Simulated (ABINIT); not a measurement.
**Quasiparticle gap of MgO (Fm-3m) in ABINIT**

How does a plane-wave GW calculation on MgO (Fm-3m) run from the first input to the gap?

Main program and level: ABINIT 10.8.3; PBE and many-body steps on it, plane waves.

**What was measured.**

- Gap 7.83 eV: literature experimental gap; bulk crystal (quoted in “Electronic structure of alkaline earth and post-transition metal oxides”, 2009, arxiv:0908.1581).

- Gap 7.83 eV: direct gap at Gamma, low temperature; bulk crystal (literature value) (quoted in “The Band-Gap Studies of Short-Period CdO/MgO Superlattices”, 2021, pmc:8035356).

## 1. Starting point

The structure is cubic, space group Fm-3m (No. 225). The conventional cell has a = 4.194 Å, b = 4.194 Å, c = 4.194 Å, α = 90.00°, β = 90.00°, γ = 90.00°. Mg has 6 O at 2.10 Å nearest. Nearest to O lie 6 Mg at 2.10 Å. Farther neighbours and most contacts between anions are not listed.

The cell and positions are those that the Materials Project relaxed with its own functionals (PBE, PBE+U or r2SCAN), kept fixed.

## 2. Ground state

This step: ABINIT 10.8.3; DFT, PBE, plane waves, norm-conserving pseudopotentials.

The ground-state density comes first.

File run.abi:

```
acell 3*1.0 Angstrom
rprim 
  -0.000000000000 2.097001392700 2.097001392700
  2.097001392700 -0.000000000000 2.097001392700
  2.097001392700 2.097001392700 -0.000000000000
ntypat 2
znucl 12 8
natom 2
typat 1 2
xred 
  0.000000000000 0.000000000000 0.000000000000
  0.500000000000 0.500000000000 0.500000000000
pp_dirpath "pseudos"
pseudos "Mg.upf, O.upf"
ecut 38
ngkpt 8 8 8
nshiftk 1
shiftk 0 0 0
kptopt 1
chksymbreak 0
nband 13
occopt 1
tolvrs 1e-10
nstep 60
prtwf 0
optforces 0
optstress 0
indata_prefix "in"
outdata_prefix "out"
tmpdata_prefix "tmp"
```

On the command line:

```sh
$ OMP_NUM_THREADS=1 mpirun -n 4 abinit run.abi > log
```

Numbers of over 12 decimals in the logs are rounded to 6 here.

The log of the run:

```text
.Version 10.8.3 of ABINIT. v10.8.2 released Aug 2026.

 Symmetries : space group Fm -3 m (#225); Bravais cF (face-center cubic)
================================================================================
 Values of the parameters that define the memory need of the present run
     intxc =       0    ionmov =       0      iscf =       7    lmnmax =       5
     lnmax =       5     mgfft =      32  mpssoang =       3    mqgrid =    3001
     natom =       2  nloc_mem =       1    nspden =       1   nspinor =       1
    nsppol =       1      nsym =      48    n1xccc =    2501    ntypat =       2
    occopt =       1   xclevel =       2
-    mband =          13        mffmem =           1         mkmem =           8
       mpw =        1410          nfft =       32768          nkpt =          29
================================================================================
  Rough estimation (10% accuracy) of disk space for files :
================================================================================

--------------------------------------------------------------------------------
------------- Echo of variables that govern the present computation ------------
--------------------------------------------------------------------------------
 -outvars: echo values of preprocessed input variables --------
            acell      1.8897261259E+00  1.8897261259E+00  1.8897261259E+00 Bohr

      chksymbreak           0
             ecut      3.80000000E+01 Hartree
-          fftalg         312

              ixc     -101130
              kpt      0.00000000E+00  0.00000000E+00  0.00000000E+00
                       1.25000000E-01  0.00000000E+00  0.00000000E+00
                       2.50000000E-01  0.00000000E+00  0.00000000E+00
                       3.75000000E-01  0.00000000E+00  0.00000000E+00
                       5.00000000E-01  0.00000000E+00  0.00000000E+00
                       1.25000000E-01  1.25000000E-01  0.00000000E+00
                       2.50000000E-01  1.25000000E-01  0.00000000E+00
                       3.75000000E-01  1.25000000E-01  0.00000000E+00
                       5.00000000E-01  1.25000000E-01  0.00000000E+00
   [... 18 further rows ...]
                      -3.75000000E-01  5.00000000E-01  1.25000000E-01
                      -2.50000000E-01  5.00000000E-01  2.50000000E-01
         kptrlatt        8    0    0      0    8    0      0    0    8
          kptrlen      4.48334925E+01
P           mkmem           8
            natom           2
            nband          13
            ngfft          32      32      32
             nkpt          29
            nstep          60
             nsym          48
           ntypat           2
              occ      2.000000  2.000000  2.000000  2.000000  2.000000  2.000000
                       2.000000  2.000000  0.000000  0.000000  0.000000  0.000000
                       0.000000
        optforces           0
        optstress           0
            prtwf           0
            rprim     -0.0000000000E+00  2.0970013927E+00  2.0970013927E+00
[...]
spgroup         225

           tolvrs      1.00000000E-10

             xred      0.0000000000E+00  0.0000000000E+00  0.0000000000E+00
[...]
znucl       12.00000    8.00000

================================================================================

 chkinp: Checking input parameters for consistency.

================================================================================
== DATASET  1 ==================================================================
-   mpi_nproc: 4, omp_nthreads: 1 (-1 if OMP is not activated)

--- !DatasetInfo
iteration_state: {dtset: 1, }
dimensions: {natom: 2, nkpt: 29, mband: 13, nsppol: 1, nspinor: 1, nspden: 1, mpw: 1410, }
cutoff_energies: {ecut:  38.0, pawecutdg:  -1.0, }
electrons: {nelect:   1.60000000E+01, charge:   0.00000000E+00, occopt:   1.00000000E+00, tsmear:   1.00000000E-02, }

 Real(R)+Recip(G) space primitive vectors, cartesian coordinates (Bohr,Bohr^-1):
 R(1)=  0.0000000  3.9627583  3.9627583  G(1)= -0.1261747  0.1261747  0.1261747
 R(2)=  3.9627583  0.0000000  3.9627583  G(2)=  0.1261747 -0.1261747  0.1261747
 R(3)=  3.9627583  3.9627583  0.0000000  G(3)=  0.1261747  0.1261747 -0.1261747
 Unit cell volume ucvol=  1.2445798E+02 bohr^3
 Angles (23,13,12)=  6.00000000E+01  6.00000000E+01  6.00000000E+01 degrees

 getcut: wavevector=  0.0000  0.0000  0.0000  ngfft=  32  32  32
         ecut(hartree)=     38.000   => boxcut(ratio)=   2.05769

--- Pseudopotential description ------------------------------------------------
- Mg Generated using ONCVPSP code by D. R. Hamann
- 12.00000  10.00000  171031                  znucl, zion, pspdat
12 -101130 1 -1 1510                          pspcod,pspxc,lmax,lloc,mmax
     nproj     2     2     0
  pspatm : epsatm=    9.22893308
         --- l  ekb(1:nproj) -->
[...]
pspatm: atomic psp has been read  and splines computed

- O Generated using ONCVPSP code by D. R. Hamann
-  8.00000   6.00000  171031                  znucl, zion, pspdat
12 -101130 2 -1 936                           pspcod,pspxc,lmax,lloc,mmax
     nproj     2     2     1
  pspatm : epsatm=    6.19545534
         --- l  ekb(1:nproj) -->
[...]
1   -4.717130   -1.149271
             2   -1.331955
 pspatm: atomic psp has been read  and splines computed

   2.46790215E+02                                ecore*ucvol(ha*bohr**3)
--------------------------------------------------------------------------------

_setup2: Arith. and geom. avg. npw (full set) are    1393.920    1393.901

================================================================================

--- !BeginCycle
iteration_state: {dtset: 1, }
solver: {iscf: 7, nstep: 60, nline: 4, wfoptalg: 0, }
tolerances: {tolvrs: 1.00E-10, }

     iter   Etot(hartree)      deltaE(h)  residm     vres2
 ETOT  1  -75.935065408622    -7.594E+01 9.238E-02 3.759E+02
 ETOT  2  -75.948061304470    -1.300E-02 1.782E-03 3.414E+02
 ETOT  3  -76.049589092583    -1.015E-01 3.706E-03 3.355E+00
 ETOT  4  -76.050443848706    -8.548E-04 6.433E-04 6.727E-03
 ETOT  5  -76.050444348284    -4.996E-07 3.028E-04 2.929E-04
 ETOT  6  -76.050444431526    -8.324E-08 1.825E-04 1.734E-05
 ETOT  7  -76.050444434780    -3.254E-09 9.311E-05 2.500E-07
 ETOT  8  -76.050444434798    -1.779E-11 6.468E-05 1.722E-08
 ETOT  9  -76.050444434803    -5.500E-12 3.138E-05 4.688E-11

 At SCF step    9       vres2   =  4.69E-11 < tolvrs=  1.00E-10 =>converged.

--- !ResultsGS
iteration_state: {dtset: 1, }
comment   : Summary of ground state results
lattice_vectors:
- [ -0.0000000,   3.9627583,   3.9627583, ]
- [  3.9627583,  -0.0000000,   3.9627583, ]
- [  3.9627583,   3.9627583,  -0.0000000, ]
lattice_lengths: [   5.60419,    5.60419,    5.60419, ]
lattice_angles: [ 60.000,  60.000,  60.000, ] # degrees, (23, 13, 12)
lattice_volume:   1.2445798E+02
convergence: {deltae: -5.500E-12, res2:  4.688E-11, residm:  3.138E-05, diffor:  0.000E+00, }
etotal    :  -7.60504444E+01
entropy   :   0.00000000E+00
fermie    :   1.77897150E-01
cartesian_stress_tensor: null
pressure_GPa: null
xred      :
- [  0.0000E+00,   0.0000E+00,   0.0000E+00, Mg]
- [  5.0000E-01,   5.0000E-01,   5.0000E-01,  O]
cartesian_forces: null
force_length_stats: {min: null, max: null, mean: null, }

 Integrated electronic density in atomic spheres:
 ------------------------------------------------
 Atom  Sphere_radius  Integrated_density
    1        2.00000          8.40527242
    2        2.00000          6.31969377
================================================================================

 ----iterations are completed or convergence reached----

 Mean square residual over all n,k,spin=   88.198E-09; max=  31.375E-06
 reduced coordinates (array xred) for    2 atoms
       0.000000000000      0.000000000000      0.000000000000
       0.500000000000      0.500000000000      0.500000000000
 rms dE/dt=  0.0000E+00; max dE/dt=  0.0000E+00; dE/dt below (all hartree)
    1       0.000000000000      0.000000000000      0.000000000000
    2       0.000000000000      0.000000000000      0.000000000000

 cartesian coordinates (angstrom) at end:
    1      0.000000     0.000000     0.000000
    2      2.097001     2.097001     2.097001
 length scales=  1.889726125908  1.889726125908  1.889726125908 bohr
              =  1.000000000000  1.000000000000  1.000000000000 angstroms
 prteigrs : about to open file out_EIG
 Fermi (or HOMO) energy (hartree) =   0.17790   Average Vxc (hartree)=  -0.42142
 Eigenvalues (hartree) for nkpt=  29  k points:
 kpt#   1, nband= 13, wtk=  0.00195, kpt=  0.0000  0.0000  0.0000 (reduced coord)
  -2.47971   -1.25783   -1.25783   -1.25783   -0.45613    0.17790    0.17790    0.17790
   0.35778    0.76721    0.76721    0.76721    0.90692
 prteigrs : prtvol=0 or 1, do not print more k-points.

--- !EnergyTerms
iteration_state     : {dtset: 1, }
comment             : Components of total free energy in Hartree
kinetic             :  4.53474650730970E+01
hartree             :  2.06541409295772E+01
xc                  : -1.22547802114040E+01
Ewald energy        : -4.75873828125848E+01
psp_core            :  1.98291994737388E+00
local_psp           : -6.34768462250543E+01
non_local_psp       : -2.07159611358079E+01
total_energy        : -7.60504444348030E+01
total_energy_eV     : -2.06943801769394E+03
band_energy         : -1.27012741502449E+01

== END DATASET(S) ==============================================================
================================================================================

 -outvars: echo values of variables after computation  --------
           etotal     -7.6050444435E+01
            nband          13
             nkpt          29
          spgroup         225
 [... the other variables as echoed above ...]

 Calculation completed.
```

Run time: 4.9 s. Hardware: 4 MPI ranks of Arm Neoverse V1, shared host; peak memory 0.26 GiB; 19 s of CPU time.

This step gave:

```
total energy               : -2069.4380 eV
gap                        : 4.895 eV
k of the valence top       : 0, 0, 0
k of the conduction bottom : 0, 0, 0
least direct gap           : 4.895 eV
```

The gap is direct, at Γ.

[end of part 1 of 3]

[Paths, hosts, dates, memory and timing lines, banners, echoed tables and standing remarks are left out of the program output.]

[Logs are printed without paths, hosts, clocks, repeated set-up lines and the standing remarks that a program may print on its own settings, such as how far it seeks lower states.]

[Runs of the session that timed out or met a known fault of the program may be left out.]

[No measured gap is set beside runs whose start may be inverted or whose files or cutoffs have a known fault.]

[Hosts, paths, dates, database ids (printed as entryN), source tags and the programs' standing remarks are cut or masked in the printed files.]

[G0W0 gaps are taken among the corrected bands and points alone; a level outside them can change the order at an edge.]

[Where Ansatz stands beside ABINIT at settings called matched, ABINIT's density can come from a denser mesh and the files from another edition; pairs whose starting gaps differed by over 0.03 eV were left out, so agreement reads better than it is.]
